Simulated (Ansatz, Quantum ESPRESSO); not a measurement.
# germanene, 2 layers, AB stacking: the dipole at a withheld member of a series

**Set-up.** Quantum ESPRESSO 7.5, PBE, GBRV ultrasoft. Cell and atoms are relaxed without a field with a D3(BJ) correction and then held. Sawtooth field with dipole correction, 17 Å of vacuum in the starting cell, Fermi-Dirac smearing of 0.002 Ry; bands along a path at each field. The series steps the field along the normal.

```tsv
field along the normal	dipole (e Å)
0 V/Å	0.000
0.05 V/Å	0.027
0.1 V/Å	0.054
0.2 V/Å	0.108
0.4 V/Å	0.215
```

One more run was made and is withheld. What is the dipole at 0.3 V/Å?

By hand: The rows at 0.2 V/Å and 0.4 V/Å give a slope of (0.215 − (0.108))/(0.4 − (0.2)) = 0.535, so a straight line gives 0.161 e Å. A parabola through these and the row at 0.1 V/Å gives 0.162 e Å.

**The withheld run.** 0.161 e Å. The line misses by 0.000 and the parabola by +0.001 e Å. Both misses are under 5 % of the step from the nearer row.

**Limits.** Ions are held; semilocal gaps are too small; in strong fields empty levels can belong to the vacuum; one stacking. Members without a usable value, or on the other side of zero field or charge, are not listed.

[Logs are printed without paths, hosts, clocks, repeated set-up lines and the standing remarks that a program may print on its own settings, such as how far it seeks lower states.]
